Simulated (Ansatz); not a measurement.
# Dielectric response of GaN (110) films, part 2 of 5

How well do thin zincblende GaN (110) films screen a perpendicular field?

Ansatz 0.2.0; plane-wave DFT, PBE, Ansatz PAW (the session's first sound run).

So far. Step 2 (Relaxation, 10 atoms, units 5): The gap is 1.50 eV, with the valence edge 5.78 eV and the conduction edge 4.28 eV under the upper vacuum level.

## Step 3: Single point on the relaxed film, 10 atoms, units 5

The film was relaxed beforehand; a single point on the relaxed positions gives its levels and potential.

input.yaml

```yaml
crystal:
  lattice:
    - [3.18198052, 0.0, 0.0]
    - [0.0, 4.5, 0.0]
    - [0.0, 0.0, 24.3639610307]
  atoms:
    - { symbol: Ga, position: [0.5, 0.5375370566, 0.3752580802] }
    - { symbol: "N", position: [0.0, 0.7427548504, 0.3652432025] }
    - { symbol: Ga, position: [0.0, -0.0103842992, 0.4318174117] }
    - { symbol: "N", position: [0.5, 0.2382041033, 0.4331016715] }
    - { symbol: Ga, position: [0.5, 0.4903082817, 0.499999989] }
    - { symbol: "N", position: [0.0, 0.7434682355, 0.4999999997] }
    - { symbol: Ga, position: [0.0, -0.0103843154, 0.5681825808] }
    - { symbol: "N", position: [0.5, 0.2382041238, 0.5668983296] }
    - { symbol: Ga, position: [0.5, 0.5375370742, 0.6247419213] }
    - { symbol: "N", position: [0.0, 0.7427548891, 0.6347568137] }
kpoints:
  mp_grid: { grid: [8, 6, 1] }
hamiltonian:
  xc: pbe
scf:
  occupations: { method: fixed }
  convergence: { dr2_threshold: 1.0e-09 }
efield:
  axis: 3
  dipole_correction: true
  ramp_position: 0.97
  ramp_width: 0.06
output:
  eigenvalues: true
  write_potential: true
  write_density: true
  volumetric_format: npy
```

Command:

```bash
> ansatz run input.yaml --threads 8 --pin off --max-ram 12288MiB --backend cpu --events-out ev --progress --plain --runs-dir out
```

Numbers of over 12 decimals in the logs are rounded to 6 here.

The program printed:

```text
[...]
Crystal: 10 atoms, lattice volume = 348.865 Å³
Basis set: ecut = 420 eV, 6813 PW (Γ)
Bands: 55, of which v1, the nominal top of the filled ones, is band 45 counted from 1 (44 counted from 0)
Symmetry: 2 space group operations
k-points: 20 of 48 (time reversal used)
[...]
SCF iter   1: F=—  HF=-20836.376970 eV  |F-HF|=—  |Δ(HF+E_count)|=         —  Δρ=2.06e-3  dr2=2.67e-2  ethr=1.77e-3  p=-0.000 e·Å  D=-8.71e-8 V/Å  ΔV_dip=0.00 eV  dr2_dipole=1.25e-9  V_vac-E_F(+/−)=5.68/5.68 eV  ⟨swp⟩=5.2  Hψ=4060  notcnv=0  defer=160
[...]
SCF iter   2: F=—  HF=-20836.379096 eV  |F-HF|=—  |Δ(HF+E_count)|=   2.13e-3  Δρ=1.47e-3  dr2=7.19e-3  ethr=2.96e-5  p=0.000 e·Å  D=6.33e-6 V/Å  ΔV_dip=-0.00 eV  dr2_dipole=4.20e-9  V_vac-E_F(+/−)=5.76/5.76 eV  ⟨swp⟩=3.0  Hψ=2025  notcnv=0  defer=160
density mixer auto → msr1: gapped (density of states about μ 0.11 of a free-electron gas's, 56 screened modes)
SCF iter   3: F=—  HF=-20836.378301 eV  |F-HF|=—  |Δ(HF+E_count)|=   7.96e-4  Δρ=5.85e-4  dr2=9.19e-4  ethr=7.98e-6  p=-0.000 e·Å  D=-2.95e-6 V/Å  ΔV_dip=0.00 eV  dr2_dipole=1.77e-10  V_vac-E_F(+/−)=5.76/5.76 eV  ⟨swp⟩=2.1  Hψ=1333  notcnv=0  defer=160
[...]
SCF iter  10: F=-20836.378673 eV  HF=-20836.378673 eV  |F-HF|=7.28e-11  |Δ(HF+E_count)|=  8.77e-10  Δρ=3.02e-7  dr2=3.54e-10  ethr=1.11e-12  p=0.000 e·Å  D=4.43e-7 V/Å  ΔV_dip=-0.00 eV  dr2_dipole=2.46e-11  V_vac-E_F(+/−)=5.78/5.78 eV  ⟨swp⟩=17.1  Hψ=5133  notcnv=0
SCF 1 converged in 10 iterations: F = -20836.378673 eV  dr2 = 3.54e-10
[...]
SCF converged after 10 iterations
Free energy (F): -20836.378673 eV
[...]
Internal energy: -20836.378673 eV  (E = F + TS)
E sigma→0 (E₀):  -20836.378673 eV
Fermi energy:    -0.714293 eV
Dipole field:    D = -0.000005 V/Å  (p = -0.000009 e·Å, saw-weighted, corrected)
Work function:   Φ+ = 5.7803 eV   Φ− = 5.7802 eV
[...]
--- Band table (eV; the first three rows and the last of 20) ---
  k-point 0: bands = [... 41 lower, -1.0976, -0.8397, -0.8276, -0.8252, 0.7849, 2.0296, 2.9317, 3.7892, ... 6 higher]
  k-point 1: bands = [... 41 lower, -1.1989, -1.1624, -1.0098, -0.7143, 1.4798, 2.1355, 3.0426, 3.7878, ... 6 higher]
  k-point 2: bands = [... 41 lower, -1.4818, -1.4749, -1.0704, -0.7816, 2.3952, 2.5406, 3.3112, 4.0381, ... 6 higher]
  k-point 19: bands = [... 41 lower, -2.2960, -2.0952, -1.2435, -0.7884, 2.2598, 2.8864, 4.6094, 5.1871, ... 6 higher]
```

The job ended after 12 s (8 threads of Arm Neoverse N1, shared host; peak memory 1.2 GiB; 94 s of CPU time).

This step gave:

```yaml
dipole_along_the_normal: -8.89e-6 e·Å
```

Running mean over 1.591 Å of the planar mean; the ramp of the sawtooth is left out. The electron's electrostatic potential energy less the highest filled level by z:

z (Å), electron's electrostatic potential energy less the highest filled level (eV) and a bar from the least value:
```
      3.0       5.78 ##############################
      3.5       5.78 ##############################
      4.0       5.78 ##############################
      4.5       5.78 ##############################
      5.0       5.78 ##############################
      5.5       5.78 ##############################
      6.0       5.77 ##############################
      6.5       5.74 ##############################
      7.0       5.60 ##############################
      7.5       4.97 ############################
      8.0       2.47 #####################
      8.5      -1.13 ###########
      9.0      -3.57 ####
      9.5      -4.71 #
     10.0      -5.05 
     10.5      -4.88 
     11.0      -4.32 ##
     11.5      -4.12 ###
     12.0      -4.22 ##
     12.5      -4.19 ##
     13.0      -4.14 ###
     13.5      -4.45 ##
     14.0      -5.01 
     14.5      -4.99 
     15.0      -4.53 #
     15.5      -3.03 ######
     16.0      -0.22 #############
     16.5       3.38 #######################
     17.0       5.25 #############################
     17.5       5.66 ##############################
     18.0       5.75 ##############################
     18.5       5.77 ##############################
     19.0       5.78 ##############################
     19.5       5.78 ##############################
     20.0       5.78 ##############################
     20.5       5.78 ##############################
     21.0       5.78 ##############################
```

The gap is 1.50 eV, with the valence edge 5.78 eV and the conduction edge 4.28 eV under the upper vacuum level.

## Step 4: Atoms held, 10 atoms, units 5, field 0.05 V/Å

A sawtooth potential applies the field, turning back in the middle of the vacuum. With the dipole correction the typed value is the field outside the slab. The induced dipole is small, so the SCF threshold is tight.

input.yaml, as its differences from that of step 3:

```diff
@@ -22,3 +22,3 @@
   occupations: { method: fixed }
-  convergence: { dr2_threshold: 1.0e-09 }
+  convergence: { dr2_threshold: 1.0e-10 }
 efield:
@@ -28,4 +28,4 @@
   ramp_width: 0.06
+  amplitude: 0.05
 output:
-  eigenvalues: true
   write_potential: true
```

The program printed:

```text
[...]
Crystal: 10 atoms, lattice volume = 348.865 Å³
Basis set: ecut = 420 eV, 6813 PW (Γ)
Bands: 55, of which v1, the nominal top of the filled ones, is band 45 counted from 1 (44 counted from 0)
Symmetry: 2 space group operations
k-points: 20 of 48 (time reversal used)
[...]
SCF iter   1: F=—  HF=-20847.587163 eV  |F-HF|=—  |Δ(HF+E_count)|=         —  Δρ=9.52e-2  dr2=4.02e1  ethr=3.10e-3  p=0.035 e·Å  D=1.81e-2 V/Å  ΔV_dip=-0.44 eV  dr2_dipole=2.41e-4  V_vac-E_F(+/−)=10.80/10.14 eV  ⟨swp⟩=5.0  Hψ=4110  notcnv=0  defer=146
[...]
SCF iter  15: F=-20836.379419 eV  HF=-20836.379419 eV  |F-HF|=1.86e-10  |Δ(HF+E_count)|=  1.56e-10  Δρ=1.58e-7  dr2=5.18e-11  ethr=1.00e-12  p=0.030 e·Å  D=1.55e-2 V/Å  ΔV_dip=-0.38 eV  dr2_dipole=5.20e-16  V_vac-E_F(+/−)=6.13/5.40 eV  ⟨swp⟩=17.3  Hψ=4875  notcnv=0
SCF 1 converged in 15 iterations: F = -20836.379419 eV  dr2 = 5.18e-11
[...]
SCF converged after 15 iterations
[...]
Free energy (F): -20836.379419 eV
[...]
Internal energy: -20836.379419 eV  (E = F + TS)
E sigma→0 (E₀):  -20836.379419 eV
Fermi energy:    -0.713889 eV
Dipole field:    D = 0.015468 V/Å  (p = 0.029822 e·Å, saw-weighted, corrected)
Work function:   not extracted (applied field tilts the vacuum); planar V_es + V_field profile in the machine report
[...]
--- Band table (eV; the first three rows and the last of 20) ---
  k-point 0: bands = [... 41 lower, -1.0981, -0.8475, -0.8271, -0.8176, 0.7844, 2.0295, 2.9315, 3.7869, ... 6 higher]
  k-point 1: bands = [... 41 lower, -1.1996, -1.1629, -1.0091, -0.7139, 1.4788, 2.1359, 3.0424, 3.7865, ... 6 higher]
  k-point 2: bands = [... 41 lower, -1.4915, -1.4645, -1.0715, -0.7807, 2.3893, 2.5460, 3.3109, 4.0374, ... 6 higher]
  k-point 19: bands = [... 41 lower, -2.2967, -2.0948, -1.2442, -0.7877, 2.2586, 2.8872, 4.6091, 5.1863, ... 6 higher]
```

Wall time 15 s (8 threads); peak memory 1.2 GiB; 2 min of CPU time.

Numbers from this step:

* gap on the k-mesh: 1.498 eV
* dipole along the normal: 0.02982 e·Å

The dipole is 0.0298 e·Å, and the gap on the mesh 1.498 eV.

## Step 5: Atoms held, 10 atoms, units 5, field -0.05 V/Å

input.yaml, as its differences from that of step 4:

```diff
@@ -28,3 +28,3 @@
   ramp_width: 0.06
-  amplitude: 0.05
+  amplitude: -0.05
 output:
```

The program printed:

```text
[...]
Crystal: 10 atoms, lattice volume = 348.865 Å³
Basis set: ecut = 420 eV, 6813 PW (Γ)
Bands: 55, of which v1, the nominal top of the filled ones, is band 45 counted from 1 (44 counted from 0)
Symmetry: 2 space group operations
k-points: 20 of 48 (time reversal used)
[...]
k-point 0: bands = [... 41 lower, -1.0981, -0.8475, -0.8271, -0.8176, 0.7844, 2.0295, 2.9315, 3.7869, ... 6 higher]
  k-point 1: bands = [... 41 lower, -1.1996, -1.1629, -1.0091, -0.7139, 1.4788, 2.1359, 3.0424, 3.7865, ... 6 higher]
  k-point 2: bands = [... 41 lower, -1.4915, -1.4645, -1.0715, -0.7807, 2.3893, 2.5460, 3.3109, 4.0374, ... 6 higher]
  k-point 19: bands = [... 41 lower, -2.2967, -2.0948, -1.2442, -0.7877, 2.2586, 2.8872, 4.6091, 5.1863, ... 6 higher]
[key lines of the parts left out:]
SCF converged after 15 iterations
Free energy (F): -20836.379419 eV
Fermi energy:    -0.713889 eV
Dipole field:    D = -0.015469 V/Å  (p = -0.029823 e·Å, saw-weighted, corrected)
```

It took 15 s on 8 threads; peak memory 1.2 GiB; 2 min of CPU time.

The dipole is -0.0298 e·Å, and the gap on the mesh 1.498 eV.

## Step 6: Response with the atoms held, 10 atoms, units 5

This step: plane-wave DFT, PBE, Ansatz PAW; response to a field along the normal, atoms held (Ansatz 0.2.0).

The two fields give this film's response with the atoms held: the electronic part.

This step gave:

* equivalent conductor thickness p/(ε₀AE): 7.537 Å
* distance between the outer atoms: 6.566 Å
* thickness: 7.955 Å

Local field over the applied field, running mean. From the potentials at -0.05 and 0.05 V/Å; running mean over 1.591 Å, taken twice. Local field over applied field against z:

z (Å), local field over applied field and a bar from the least value:
```
        4      1.000 ##############################
        5      0.997 ##############################
        6      0.975 #############################
        7      0.850 #########################
        8      0.527 ##############
        9      0.206 ###
       10      0.120 
       11      0.142 #
       12      0.145 #
       13      0.145 #
       14      0.127 
       15      0.147 #
       16      0.390 #########
       17      0.753 ######################
       18      0.949 ############################
       19      0.993 ##############################
       20      0.999 ##############################
```

The induced electron density oscillates, so the rows of the table below give means over windows of 1 Å about each position, cut where the curve ends. Its maxima inside the range that stand out by 2 % of the span (Å: e/Å³ per V/Å): 8.1: 0.00342, 9.1: 0.00147, 11.0: 5.0e-4, 12.5: 7.2e-4, 14.2: 9.6e-4, 15.6: -7.4e-4. Its minima: 8.8: 7.4e-4, 10.2: -9.6e-4, 11.9: -7.2e-4, 13.4: -5.0e-4, 15.3: -0.00147, 16.2: -0.00342.

Electrons, planar mean, per unit field. Induced electron density against z; means over each step:

| z (Å) | induced electron density (e/Å³ per V/Å) |
| --- | --- |
| 4 | 2.6e-6 |
| 5 | 1.8e-5 |
| 6 | 1.6e-4 |
| 7 | 0.00103 |
| 8 | 0.00288 |
| 9 | 0.00112 |
| 10 | -6.2e-4 |
| 11 | 2.5e-4 |
| 12 | -1.2e-4 |
| 13 | -8.5e-5 |
| 14 | 4.7e-4 |
| 15 | -5.8e-4 |
| 16 | -0.00238 |
| 17 | -0.00178 |
| 18 | -3.2e-4 |
| 19 | -4.1e-5 |
| 20 | -4.9e-6 |

By hand: between -0.05 and 0.05 V/Å the dipole changes by 0.05965 e·Å, a slope of 0.5965 e·Å²/V. A perfect conductor of thickness t has p = ε₀AEt, so t = 180.95 × 0.5965 / 14.319 = 7.54 Å (e/ε₀ = 180.95 V·Å, A in Å²).

The induced dipole is that of a conductor 7.54 Å thick.

## Step 7: Field on, atoms free, 10 atoms, field 0.05 V/Å

This step: plane-wave DFT, PBE, Ansatz PAW (Ansatz 0.2.0).

Now the atoms may follow the field. A weak field makes forces of meV/Å to tens of meV/Å, so the force tolerance is set well below the usual one.

input.yaml, as its differences from that of step 5:

```diff
@@ -28,3 +28,6 @@
   ramp_width: 0.06
-  amplitude: -0.05
+  amplitude: 0.05
+relax:
+  f_tol: 0.0006
+  max_steps: 70
 output:
```

The program printed:

```text
[...]
Crystal: 10 atoms, lattice volume = 348.865 Å³
Basis set: ecut = 420 eV, 6813 PW (Γ), exchange–correlation on 48×64×360 points (8 copies of the dense FFT grid, shifted against one another)
Bands: 55, of which v1, the nominal top of the filled ones, is band 45 counted from 1 (44 counted from 0)
Symmetry: 2 space group operations
k-points: 20 of 48 (time reversal used)
[...]
SCF iter   1: F=—  HF=-20847.586656 eV  |F-HF|=—  |Δ(HF+E_count)|=         —  Δρ=9.52e-2  dr2=4.02e1  ethr=3.10e-3  p=0.035 e·Å  D=1.81e-2 V/Å  ΔV_dip=-0.44 eV  dr2_dipole=2.39e-4  V_vac-E_F(+/−)=10.80/10.14 eV  ⟨swp⟩=5.0  Hψ=4043  notcnv=0  defer=147
[...]
SCF iter  15: F=-20836.379431 eV  HF=-20836.379431 eV  |F-HF|=1.38e-10  |Δ(HF+E_count)|=  1.96e-10  Δρ=1.63e-7  dr2=5.41e-11  ethr=1.00e-12  p=0.030 e·Å  D=1.55e-2 V/Å  ΔV_dip=-0.38 eV  dr2_dipole=4.53e-17  V_vac-E_F(+/−)=6.13/5.40 eV  ⟨swp⟩=7.0  Hψ=6283  notcnv=0
SCF 1 converged in 15 iterations: F = -20836.379431 eV  dr2 = 5.41e-11
[...]
relax step   1: F+E_penalty+E_count = -20836.37943078 eV  Δ(F+E_penalty+E_count) = +0.000e0 eV  max|allowed force component| = 2.256e-2 eV/Å  Δτ_max = 0.0000 Å  (15 SCF iters, accepted)
[...]
SCF iter   8: F=-20836.379487 eV  HF=-20836.379487 eV  |F-HF|=1.96e-10  |Δ(HF+E_count)|=  1.06e-10  Δρ=1.57e-7  dr2=5.34e-11  ethr=1.00e-12  p=0.032 e·Å  D=1.64e-2 V/Å  ΔV_dip=-0.40 eV  dr2_dipole=9.93e-14  V_vac-E_F(+/−)=6.12/5.41 eV  ⟨swp⟩=7.0  Hψ=6556  notcnv=0
SCF 2 converged in 8 iterations: F = -20836.379487 eV  dr2 = 5.34e-11
relax step   2: F+E_penalty+E_count = -20836.37948683 eV  Δ(F+E_penalty+E_count) = -5.605e-5 eV  max|allowed force component| = 1.051e-2 eV/Å  Δτ_max = 0.0018 Å  (8 SCF iters, accepted)
SCF iter   1: F=—  HF=-20836.379368 eV  |F-HF|=—  |Δ(HF+E_count)|=         —  Δρ=9.71e-5  dr2=3.64e-5  ethr=2.98e-7  p=0.032 e·Å  D=1.64e-2 V/Å  ΔV_dip=-0.40 eV  dr2_dipole=8.74e-6  V_vac-E_F(+/−)=6.12/5.41 eV  ⟨swp⟩=2.0  Hψ=2360  notcnv=0  defer=160
[...]
SCF iter   8: F=-20836.379501 eV  HF=-20836.379501 eV  |F-HF|=4.37e-11  |Δ(HF+E_count)|=  2.18e-10  Δρ=1.37e-7  dr2=3.81e-11  ethr=1.00e-12  p=0.033 e·Å  D=1.69e-2 V/Å  ΔV_dip=-0.41 eV  dr2_dipole=1.24e-12  V_vac-E_F(+/−)=6.11/5.41 eV  ⟨swp⟩=7.0  Hψ=6330  notcnv=0
SCF 3 converged in 8 iterations: F = -20836.379501 eV  dr2 = 3.81e-11
relax step   3: F+E_penalty+E_count = -20836.37950121 eV  Δ(F+E_penalty+E_count) = -1.438e-5 eV  max|allowed force component| = 2.154e-3 eV/Å  Δτ_max = 0.0012 Å  (8 SCF iters, accepted)
SCF iter   1: F=—  HF=-20836.379358 eV  |F-HF|=—  |Δ(HF+E_count)|=         —  Δρ=2.07e-5  dr2=1.17e-6  ethr=1.92e-8  p=0.033 e·Å  D=1.69e-2 V/Å  ΔV_dip=-0.41 eV  dr2_dipole=3.93e-8  V_vac-E_F(+/−)=6.11/5.41 eV  ⟨swp⟩=2.2  Hψ=2272  notcnv=0  defer=93
[...]
SCF iter   6: F=-20836.379502 eV  HF=-20836.379502 eV  |F-HF|=5.46e-11  |Δ(HF+E_count)|=  4.37e-11  Δρ=1.48e-7  dr2=5.38e-11  ethr=1.00e-12  p=0.033 e·Å  D=1.69e-2 V/Å  ΔV_dip=-0.41 eV  dr2_dipole=2.37e-13  V_vac-E_F(+/−)=6.11/5.41 eV  ⟨swp⟩=6.0  Hψ=6731  notcnv=0
SCF 4 converged in 6 iterations: F = -20836.379502 eV  dr2 = 5.38e-11
relax step   4: F+E_penalty+E_count = -20836.37950174 eV  Δ(F+E_penalty+E_count) = -5.341e-7 eV  max|allowed force component| = 5.008e-4 eV/Å  Δτ_max = 0.0003 Å  (6 SCF iters, accepted)
NSCF: frozen V_eff on 20 k-points
[...]
SCF converged after 6 iterations
[...]
Free energy (F): -20836.379502 eV
[...]
Internal energy: -20836.379502 eV  (E = F + TS)
E sigma→0 (E₀):  -20836.379502 eV
Fermi energy:    -0.713870 eV
Dipole field:    D = 0.016910 V/Å  (p = 0.032603 e·Å, saw-weighted, corrected)
Work function:   not extracted (applied field tilts the vacuum); planar V_es + V_field profile in the machine report
[...]
--- Forces (eV/Å), atoms counted from 1 ---
  atom   1  Ga     0.00000000    -0.00041382     0.00007132
  atom   2  N      0.00000000     0.00043154    -0.00001513
  atom   3  Ga     0.00000000    -0.00027029    -0.00009808
  atom   4  N      0.00000000     0.00028841     0.00013729
  atom   5  Ga     0.00000000     0.00011402    -0.00042748
  atom   6  N      0.00000000    -0.00010441     0.00013730
  atom   7  Ga     0.00000000     0.00037709    -0.00003973
  atom   8  N      0.00000000    -0.00042843     0.00017008
  atom   9  Ga     0.00000000     0.00050081     0.00010152
  atom  10  N      0.00000000    -0.00049486    -0.00004043
  max |Σ_I F_I| component: 3.33e-6 eV/Å
--- Band table (eV; the first three rows and the last of 20) ---
  k-point 0: bands = [... 41 lower, -1.0974, -0.8432, -0.8266, -0.8211, 0.7846, 2.0293, 2.9323, 3.7873, ... 6 higher]
  k-point 1: bands = [... 41 lower, -1.1987, -1.1623, -1.0088, -0.7139, 1.4795, 2.1352, 3.0431, 3.7869, ... 6 higher]
  k-point 2: bands = [... 41 lower, -1.4842, -1.4711, -1.0705, -0.7810, 2.3935, 2.5413, 3.3117, 4.0380, ... 6 higher]
  k-point 19: bands = [... 41 lower, -2.2959, -2.0949, -1.2435, -0.7879, 2.2590, 2.8860, 4.6093, 5.1876, ... 6 higher]
--- Relaxed structure (4 steps of the walk, 4 accepted, 0 SCFs on fresh bases) ---
  F+E_penalty+E_count = -20836.37950174 eV   max|allowed force component| = 5.008e-4 eV/Å
  atoms:
    - { symbol: Ga, position: [0.5, 0.537605, 0.375294] }
    - { symbol: N, position: [0.0, 0.742830, 0.365179] }
    - { symbol: Ga, position: [0.0, -0.010376, 0.431816] }
    - { symbol: N, position: [0.5, 0.238210, 0.433088] }
    - { symbol: Ga, position: [0.5, 0.490261, 0.500038] }
    - { symbol: N, position: [0.0, 0.743441, 0.499963] }
    - { symbol: Ga, position: [0.0, -0.010414, 0.568196] }
    - { symbol: N, position: [0.5, 0.238202, 0.566903] }
    - { symbol: Ga, position: [0.5, 0.537506, 0.624811] }
    - { symbol: N, position: [0.0, 0.742735, 0.634711] }
```

The job ended after 34 s (8 threads; peak memory 1.2 GiB; 4.4 min of CPU time).

No atom moved by 0.005 Å in the relaxation.

Numbers from this step:

- dipole along the normal: 0.03260 e·Å

The relaxation took 4 steps and lowered the energy by 7.1e-5 eV; the largest force on the free atoms ends at 5.0e-4 eV/Å.

The dipole is 0.0326 e·Å, and the gap on the mesh 1.498 eV.

## Step 8: Field on, atoms free, 10 atoms, field -0.05 V/Å

The opposite sign, again from the field-free geometry; the difference of the two cancels what relaxes without a field.

input.yaml, as its differences from that of step 7:

```diff
@@ -28,3 +28,3 @@
   ramp_width: 0.06
-  amplitude: 0.05
+  amplitude: -0.05
 relax:
```

The program printed:

```text
[...]
Crystal: 10 atoms, lattice volume = 348.865 Å³
Basis set: ecut = 420 eV, 6813 PW (Γ), exchange–correlation on 48×64×360 points (8 copies of the dense FFT grid, shifted against one another)
Bands: 55, of which v1, the nominal top of the filled ones, is band 45 counted from 1 (44 counted from 0)
Symmetry: 2 space group operations
k-points: 20 of 48 (time reversal used)
[...]
- { symbol: Ga, position: [0.0, -0.010414, 0.431804] }
    - { symbol: N, position: [0.5, 0.238202, 0.433097] }
    - { symbol: Ga, position: [0.5, 0.490261, 0.499962] }
    - { symbol: N, position: [0.0, 0.743441, 0.500037] }
    - { symbol: Ga, position: [0.0, -0.010376, 0.568184] }
    - { symbol: N, position: [0.5, 0.238210, 0.566912] }
    - { symbol: Ga, position: [0.5, 0.537605, 0.624706] }
    - { symbol: N, position: [0.0, 0.742830, 0.634821] }
[key lines of the parts left out:]
SCF converged after 6 iterations
Free energy (F): -20836.379502 eV
Fermi energy:    -0.713870 eV
Dipole field:    D = -0.016910 V/Å  (p = -0.032602 e·Å, saw-weighted, corrected)
```

It took 34 s on 8 threads; peak memory 1.2 GiB; 4.4 min of CPU time.

No atom moved by 0.005 Å in the relaxation.

The relaxation took 4 steps and lowered the energy by 7.1e-5 eV; the largest force on the free atoms ends at 5.0e-4 eV/Å.

The dipole is -0.0326 e·Å, and the gap on the mesh 1.498 eV.

(Part 2 of 5 ends here.)

[Logs are printed without paths, hosts, clocks, repeated set-up lines and the standing remarks that a program may print on its own settings, such as how far it seeks lower states.]

[Hosts, paths, dates, database ids (printed as entryN), source tags and the programs' standing remarks are cut or masked in the printed files.]

[Maps of the electrostatic potential energy from Ansatz leave out the sawtooth potential of an applied field or a dipole correction, so their vacuum need not be flat; planar profiles and work functions include it.]
